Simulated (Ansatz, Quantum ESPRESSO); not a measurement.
# Ballistic transmission: vacuum gap of 4.0 Å between two Na(100) faces, part 2 of 3

Wanted: the transmission near the Fermi level and the conductance of this junction: vacuum gap of 4.0 Å between two Na(100) faces.

Quantum ESPRESSO 7.5; plane-wave DFT, PBE, GBRV ultrasoft pseudopotentials; cross-check by Ansatz 0.2.0 with PAW datasets.

So far. Step 2 (Ground state): The run needed 11 iterations to bring the estimated error under 1e-07 Ry; the largest force on any atom, held or free, is 0.15 eV/Å.

**3. The open system**

Level of this step: transmission by pwcond, lead and junction from one cell; plane-wave DFT, PBE, GBRV ultrasoft pseudopotentials (Quantum ESPRESSO).

prefixt takes both regions from one run: the lead from 0 to bdl, the scattering region from bdl to bds (units of alat). ikind = 1 puts the same lead on both sides. The program's T_tot counts both spins in a run without spin; the tables below give T per spin.

The input, cond.in:

```
&inputcond
  outdir = './out'
  prefixt = 'scf'
  tran_file = 'cond.dat'
  bdl = 1.0000000000
  bds = 8.4523809524
  ikind = 1
  ewind = 4.0
  epsproj = 1e-05
  nz1 = 7
  energy0 = 0.4
  denergy = -0.4
/
21
  0.00000000 0.00000000 0.01000000
  0.00000000 0.10000000 0.04000000
  0.00000000 0.20000000 0.04000000
  0.00000000 0.30000000 0.04000000
  0.00000000 0.40000000 0.04000000
  0.00000000 0.50000000 0.02000000
  0.10000000 0.10000000 0.04000000
  0.10000000 0.20000000 0.08000000
  0.10000000 0.30000000 0.08000000
  0.10000000 0.40000000 0.08000000
  0.10000000 0.50000000 0.04000000
  0.20000000 0.20000000 0.04000000
  0.20000000 0.30000000 0.08000000
  0.20000000 0.40000000 0.08000000
  0.20000000 0.50000000 0.04000000
  0.30000000 0.30000000 0.04000000
  0.30000000 0.40000000 0.08000000
  0.30000000 0.50000000 0.04000000
  0.40000000 0.40000000 0.04000000
  0.40000000 0.50000000 0.04000000
  0.50000000 0.50000000 0.01000000
3
```

Run with:

```bash
OMP_NUM_THREADS=1 mpirun -n 4 pwcond.x -in cond.in > cond.out
```

What it wrote:

```text
[banner, memory and clock lines left out]
Program PWCOND v.7.5 starts

          URL

     ./out/scf.save/

     IMPORTANT: XC functional enforced from input :
     Exchange-correlation= PBE
                           (   1   4   3   4   0   0   0)
     Any further DFT definition will be discarded
     Please, verify this is what you really want

     Reading collected, re-writing distributed wavefunctions

===== INPUT FILE containing all the regions =====

     GEOMETRY:

     lattice parameter (alat)  =       7.9368  a.u.
     the volume                =    4225.9420 (a.u.)^3
     the cross section         =      62.9936 (a.u.)^2
     l of the unit cell        =       8.4524 (alat)
     number of atoms/cell      =           16
     number of atomic types    =            1

     crystal axes: (cart. coord. in units of alat)
               a(1) = (  1.0000  0.0000  0.0000 )
               a(2) = (  0.0000  1.0000  0.0000 )
               a(3) = (  0.0000  0.0000  8.4524 )

   Cartesian axes

     site n.     atom                  positions (alat units)
          1        Na     tau(  1)=(  0.0000  0.0000  8.4524  )
          2        Na     tau(  2)=(  0.5000  0.5000  0.5000  )
          3        Na     tau(  3)=(  0.0000  0.0000  1.0000  )
          4        Na     tau(  4)=(  0.5000  0.5000  1.5000  )
          5        Na     tau(  5)=(  0.0000  0.0000  2.0000  )
          6        Na     tau(  6)=(  0.5000  0.5000  2.5000  )
          7        Na     tau(  7)=(  0.0000  0.0000  3.0000  )
          8        Na     tau(  8)=(  0.5000  0.5000  3.5000  )
          9        Na     tau(  9)=(  0.0000  0.0000  4.4524  )
         10        Na     tau( 10)=(  0.5000  0.5000  4.9524  )
         11        Na     tau( 11)=(  0.0000  0.0000  5.4524  )
         12        Na     tau( 12)=(  0.5000  0.5000  5.9524  )
         13        Na     tau( 13)=(  0.0000  0.0000  6.4524  )
         14        Na     tau( 14)=(  0.5000  0.5000  6.9524  )
         15        Na     tau( 15)=(  0.0000  0.0000  7.4524  )
         16        Na     tau( 16)=(  0.5000  0.5000  7.9524  )

     nr1s                      =           32
     nr2s                      =           32
     nr3s                      =          288
     nr1sx                     =           32
     nr2sx                     =           32
     nr3sx                     =          288
     nr1                       =           36
     nr2                       =           36
     nr3                       =          320
     nr1x                      =           36
     nr2x                      =           36
     nr3x                      =          320

 _______________________________
  Radii of nonlocal spheres:

     type       ibeta     ang. mom.          radius (alat units)
       Na         1         0                    0.2543
       Na         2         0                    0.2543
       Na         3         1                    0.2543
       Na         4         1                    0.2543
       Na         5         2                    0.2543
----- General information -----

--- T calc. with identical leads (ikind=1) ---

     nrx                       =           32
     nry                       =           32
     nz1                       =            7

     energy0               =         4.0E-01
     denergy               =        -4.0E-01
     nenergy               =          3
     ecut2d                =         4.0E+01
     ewind                 =         4.0E+00
     epsproj               =         1.0E-05

     number of k_|| points=   21
                       cryst. coord.
        k(    1) = (   0.0000000   0.0000000), wk =   0.0100000
        k(    2) = (   0.0000000   0.1000000), wk =   0.0400000
        k(    3) = (   0.0000000   0.2000000), wk =   0.0400000
        k(    4) = (   0.0000000   0.3000000), wk =   0.0400000
        k(    5) = (   0.0000000   0.4000000), wk =   0.0400000
        k(    6) = (   0.0000000   0.5000000), wk =   0.0200000
        k(    7) = (   0.1000000   0.1000000), wk =   0.0400000
        k(    8) = (   0.1000000   0.2000000), wk =   0.0800000
        k(    9) = (   0.1000000   0.3000000), wk =   0.0800000
        k(   10) = (   0.1000000   0.4000000), wk =   0.0800000
        k(   11) = (   0.1000000   0.5000000), wk =   0.0400000
        k(   12) = (   0.2000000   0.2000000), wk =   0.0400000
        k(   13) = (   0.2000000   0.3000000), wk =   0.0800000
        k(   14) = (   0.2000000   0.4000000), wk =   0.0800000
        k(   15) = (   0.2000000   0.5000000), wk =   0.0400000
        k(   16) = (   0.3000000   0.3000000), wk =   0.0400000
        k(   17) = (   0.3000000   0.4000000), wk =   0.0800000
        k(   18) = (   0.3000000   0.5000000), wk =   0.0400000
        k(   19) = (   0.4000000   0.4000000), wk =   0.0400000
        k(   20) = (   0.4000000   0.5000000), wk =   0.0400000
        k(   21) = (   0.5000000   0.5000000), wk =   0.0100000
----- Information about left/right lead -----

     nocros                   =           13
     noins                    =           13
     norb                     =           39
     norbf                    =          195
     nrz                      =           34

      iorb      type   ibeta   ang. mom.   m       position (alat)
        1        1       1        0        1   taunew(   1)=(  0.0000  0.0000  0.0000)
        2        1       2        0        1   taunew(   2)=(  0.0000  0.0000  0.0000)
        3        1       3        1        1   taunew(   3)=(  0.0000  0.0000  0.0000)
        4        1       3        1        2   taunew(   4)=(  0.0000  0.0000  0.0000)
        5        1       3        1        3   taunew(   5)=(  0.0000  0.0000  0.0000)
        6        1       4        1        1   taunew(   6)=(  0.0000  0.0000  0.0000)
        7        1       4        1        2   taunew(   7)=(  0.0000  0.0000  0.0000)
        8        1       4        1        3   taunew(   8)=(  0.0000  0.0000  0.0000)
        9        1       5        2        1   taunew(   9)=(  0.0000  0.0000  0.0000)
       10        1       5        2        2   taunew(  10)=(  0.0000  0.0000  0.0000)
       11        1       5        2        3   taunew(  11)=(  0.0000  0.0000  0.0000)
       12        1       5        2        4   taunew(  12)=(  0.0000  0.0000  0.0000)
       13        1       5        2        5   taunew(  13)=(  0.0000  0.0000  0.0000)
       14        1       1        0        1   taunew(  14)=(  0.5000  0.5000  0.5000)
       15        1       2        0        1   taunew(  15)=(  0.5000  0.5000  0.5000)
       16        1       3        1        1   taunew(  16)=(  0.5000  0.5000  0.5000)
[...]
140        1       5        2        2   taunew( 140)=(  0.0000  0.0000  5.4524)
      141        1       5        2        3   taunew( 141)=(  0.0000  0.0000  5.4524)
      142        1       5        2        4   taunew( 142)=(  0.0000  0.0000  5.4524)
      143        1       5        2        5   taunew( 143)=(  0.0000  0.0000  5.4524)
      144        1       1        0        1   taunew( 144)=(  0.5000  0.5000  5.9524)
      145        1       2        0        1   taunew( 145)=(  0.5000  0.5000  5.9524)
      146        1       3        1        1   taunew( 146)=(  0.5000  0.5000  5.9524)
      147        1       3        1        2   taunew( 147)=(  0.5000  0.5000  5.9524)
      148        1       3        1        3   taunew( 148)=(  0.5000  0.5000  5.9524)
      149        1       4        1        1   taunew( 149)=(  0.5000  0.5000  5.9524)
      150        1       4        1        2   taunew( 150)=(  0.5000  0.5000  5.9524)
      151        1       4        1        3   taunew( 151)=(  0.5000  0.5000  5.9524)
      152        1       5        2        1   taunew( 152)=(  0.5000  0.5000  5.9524)
      153        1       5        2        2   taunew( 153)=(  0.5000  0.5000  5.9524)
      154        1       5        2        3   taunew( 154)=(  0.5000  0.5000  5.9524)
      155        1       5        2        4   taunew( 155)=(  0.5000  0.5000  5.9524)
      156        1       5        2        5   taunew( 156)=(  0.5000  0.5000  5.9524)
      157        1       1        0        1   taunew( 157)=(  0.0000  0.0000  6.4524)
      158        1       2        0        1   taunew( 158)=(  0.0000  0.0000  6.4524)
      159        1       3        1        1   taunew( 159)=(  0.0000  0.0000  6.4524)
      160        1       3        1        2   taunew( 160)=(  0.0000  0.0000  6.4524)
      161        1       3        1        3   taunew( 161)=(  0.0000  0.0000  6.4524)
      162        1       4        1        1   taunew( 162)=(  0.0000  0.0000  6.4524)
      163        1       4        1        2   taunew( 163)=(  0.0000  0.0000  6.4524)
      164        1       4        1        3   taunew( 164)=(  0.0000  0.0000  6.4524)
      165        1       5        2        1   taunew( 165)=(  0.0000  0.0000  6.4524)
      166        1       5        2        2   taunew( 166)=(  0.0000  0.0000  6.4524)
      167        1       5        2        3   taunew( 167)=(  0.0000  0.0000  6.4524)
      168        1       5        2        4   taunew( 168)=(  0.0000  0.0000  6.4524)
      169        1       5        2        5   taunew( 169)=(  0.0000  0.0000  6.4524)
      170        1       1        0        1   taunew( 170)=(  0.5000  0.5000  6.9524)
      171        1       2        0        1   taunew( 171)=(  0.5000  0.5000  6.9524)
      172        1       3        1        1   taunew( 172)=(  0.5000  0.5000  6.9524)
      173        1       3        1        2   taunew( 173)=(  0.5000  0.5000  6.9524)
      174        1       3        1        3   taunew( 174)=(  0.5000  0.5000  6.9524)
      175        1       4        1        1   taunew( 175)=(  0.5000  0.5000  6.9524)
      176        1       4        1        2   taunew( 176)=(  0.5000  0.5000  6.9524)
      177        1       4        1        3   taunew( 177)=(  0.5000  0.5000  6.9524)
      178        1       5        2        1   taunew( 178)=(  0.5000  0.5000  6.9524)
      179        1       5        2        2   taunew( 179)=(  0.5000  0.5000  6.9524)
      180        1       5        2        3   taunew( 180)=(  0.5000  0.5000  6.9524)
      181        1       5        2        4   taunew( 181)=(  0.5000  0.5000  6.9524)
      182        1       5        2        5   taunew( 182)=(  0.5000  0.5000  6.9524)
      183        1       1        0        1   taunew( 183)=(  0.0000  0.0000  7.4524)
      184        1       2        0        1   taunew( 184)=(  0.0000  0.0000  7.4524)
      185        1       3        1        1   taunew( 185)=(  0.0000  0.0000  7.4524)
      186        1       3        1        2   taunew( 186)=(  0.0000  0.0000  7.4524)
      187        1       3        1        3   taunew( 187)=(  0.0000  0.0000  7.4524)
      188        1       4        1        1   taunew( 188)=(  0.0000  0.0000  7.4524)
      189        1       4        1        2   taunew( 189)=(  0.0000  0.0000  7.4524)
      190        1       4        1        3   taunew( 190)=(  0.0000  0.0000  7.4524)
      191        1       5        2        1   taunew( 191)=(  0.0000  0.0000  7.4524)
      192        1       5        2        2   taunew( 192)=(  0.0000  0.0000  7.4524)
      193        1       5        2        3   taunew( 193)=(  0.0000  0.0000  7.4524)
      194        1       5        2        4   taunew( 194)=(  0.0000  0.0000  7.4524)
      195        1       5        2        5   taunew( 195)=(  0.0000  0.0000  7.4524)
 ngper, shell number =          193          29
 ngper, n2d =          193         107
---  E-Ef =    0.4000000  k =    0.0000000   0.0000000
---  ie =          1  ik =          1
 Nchannels of the left tip =            1
 Right moving states:
   k1(2pi/a)   k2(2pi/a)   E-Ef (eV)
  -0.3443199  -0.0000010   0.4000000
 Left moving states:
   k1(2pi/a)   k2(2pi/a)   E-Ef (eV)
   0.3443199  -0.0000010   0.4000000

 to transmit
 Band j to band i transmissions and reflections:
    j         i     |T_ij|^2    |R_ij|^2

    1 -->     1     0.98961     0.01039
   Total T_j, R_j =    0.98961  0.01039

E-Ef(ev), T(x2 spins) =    0.4000000   1.9792233
---  E-Ef =    0.0000000  k =    0.0000000   0.0000000
---  ie =          2  ik =          1
 Nchannels of the left tip =            1
 Right moving states:
   k1(2pi/a)   k2(2pi/a)   E-Ef (eV)
  -0.3823669  -0.0000011   0.0000000
 Left moving states:
   k1(2pi/a)   k2(2pi/a)   E-Ef (eV)
   0.3823669  -0.0000011   0.0000000

 to transmit
 Band j to band i transmissions and reflections:
    j         i     |T_ij|^2    |R_ij|^2

    1 -->     1     0.96614     0.03386
   Total T_j, R_j =    0.96614  0.03386

E-Ef(ev), T(x2 spins) =    0.0000000   1.9322757
---  E-Ef =   -0.4000000  k =    0.0000000   0.0000000
---  ie =          3  ik =          1
 Nchannels of the left tip =            1
 Right moving states:
   k1(2pi/a)   k2(2pi/a)   E-Ef (eV)
  -0.4225805  -0.0000012  -0.4000000
 Left moving states:
   k1(2pi/a)   k2(2pi/a)   E-Ef (eV)
   0.4225804  -0.0000012  -0.4000000

 to transmit
 Band j to band i transmissions and reflections:
    j         i     |T_ij|^2    |R_ij|^2

    1 -->     1     0.92104     0.07896
   Total T_j, R_j =    0.92104  0.07896

E-Ef(ev), T(x2 spins) =   -0.4000000   1.8420836
 ngper, shell number =          198         101
 ngper, n2d =          198         108
[... further energies and points left out ...]
---  E-Ef =    0.4000000  k =    0.5000000   0.5000000
---  ie =          1  ik =         21
 Nchannels of the left tip =            0
 Right moving states:
   k1(2pi/a)   k2(2pi/a)   E-Ef (eV)
 Left moving states:
   k1(2pi/a)   k2(2pi/a)   E-Ef (eV)

 to transmit
          E-Ef(ev), T =    0.4000000   0.0000000
---  E-Ef =    0.0000000  k =    0.5000000   0.5000000
---  ie =          2  ik =         21
 Nchannels of the left tip =            0
 Right moving states:
   k1(2pi/a)   k2(2pi/a)   E-Ef (eV)
 Left moving states:
   k1(2pi/a)   k2(2pi/a)   E-Ef (eV)

 to transmit
          E-Ef(ev), T =    0.0000000   0.0000000
---  E-Ef =   -0.4000000  k =    0.5000000   0.5000000
---  ie =          3  ik =         21
 Nchannels of the left tip =            0
 Right moving states:
   k1(2pi/a)   k2(2pi/a)   E-Ef (eV)
 Left moving states:
   k1(2pi/a)   k2(2pi/a)   E-Ef (eV)

 to transmit
          E-Ef(ev), T =   -0.4000000   0.0000000
   T_tot     0.40000      0.15386E+01
   T_tot     0.00000      0.12731E+01
   T_tot    -0.40000      0.10038E+01

Note: The following floating-point exceptions are signalling: IEEE_UNDERFLOW_FLAG
Note: The following floating-point exceptions are signalling: IEEE_UNDERFLOW_FLAG
Note: The following floating-point exceptions are signalling: IEEE_UNDERFLOW_FLAG
Note: The following floating-point exceptions are signalling: IEEE_UNDERFLOW_FLAG
```

Run time: 2.8 min. Hardware: 4 MPI ranks of Arm Neoverse V2, shared host; peak memory 0.35 GiB; 11 min of CPU time.

This step gave:

```
lead channels at the Fermi level, one spin : 1.210
transmission at the Fermi level, one spin  : 0.6365
conductance                                : 0.6365 G₀
```

Per spin; mean over the k mesh across the current. Table of open channels, zone mean by energy, zero at the Fermi level:

```csv
energy (eV),"open channels, zone mean"
-0.400,1.01
0.000,1.21
0.400,1.37
```

Per spin; mean over the k mesh across the current. The transmission, zone mean by energy, zero at the Fermi level:

```csv
energy (eV),"transmission, zone mean"
-0.400,0.502
0.000,0.637
0.400,0.769
```

At 0.000 eV; k in fractions of b1, b2. Transmission by k point:

```csv
k1,k2,weight,t,channels
0,0,0.01,0.9661,1
0,0.1,0.04,0.9593,1
0,0.2,0.04,0.9326,1
0,0.3,0.04,0.8535,1
0,0.4,0.04,0.7187,2
0,0.5,0.02,0.7495,2
0.1,0.1,0.04,0.9516,1
0.1,0.2,0.08,0.921,1
0.1,0.3,0.08,0.83,1
0.1,0.4,0.08,0.6571,2
0.1,0.5,0.04,0.6958,2
0.2,0.2,0.04,0.8742,1
0.2,0.3,0.08,0.6484,1
0.2,0.4,0.08,0.5269,1
0.2,0.5,0.04,0.4727,2
0.3,0.3,0.04,0.5992,1
0.3,0.4,0.08,0.3849,1
0.3,0.5,0.04,0.1764,2
0.4,0.4,0.04,0.1264,1
0.4,0.5,0.04,0,0
0.5,0.5,0.01,0,0
```

The program's own clock; routines nest. Time by routine:

```csv
routine,wall time (s),calls
PWCOND,165.6,1
scatter_forw,124.5,126
local,26.63,21
compbs,11.18,63
compbs_2,9.39,63
init,0.43,1
poten,0.06,1
```

At no point does T exceed the number of channels.

(Part 2 of 3 ends here.)

[Logs are printed without paths, hosts, clocks, repeated set-up lines and the standing remarks that a program may print on its own settings, such as how far it seeks lower states.]

[Hosts, paths, dates, database ids (printed as entryN), source tags and the programs' standing remarks are cut or masked in the printed files.]

[Maps of the electrostatic potential energy from Ansatz leave out the sawtooth potential of an applied field or a dipole correction, so their vacuum need not be flat; planar profiles and work functions include it.]
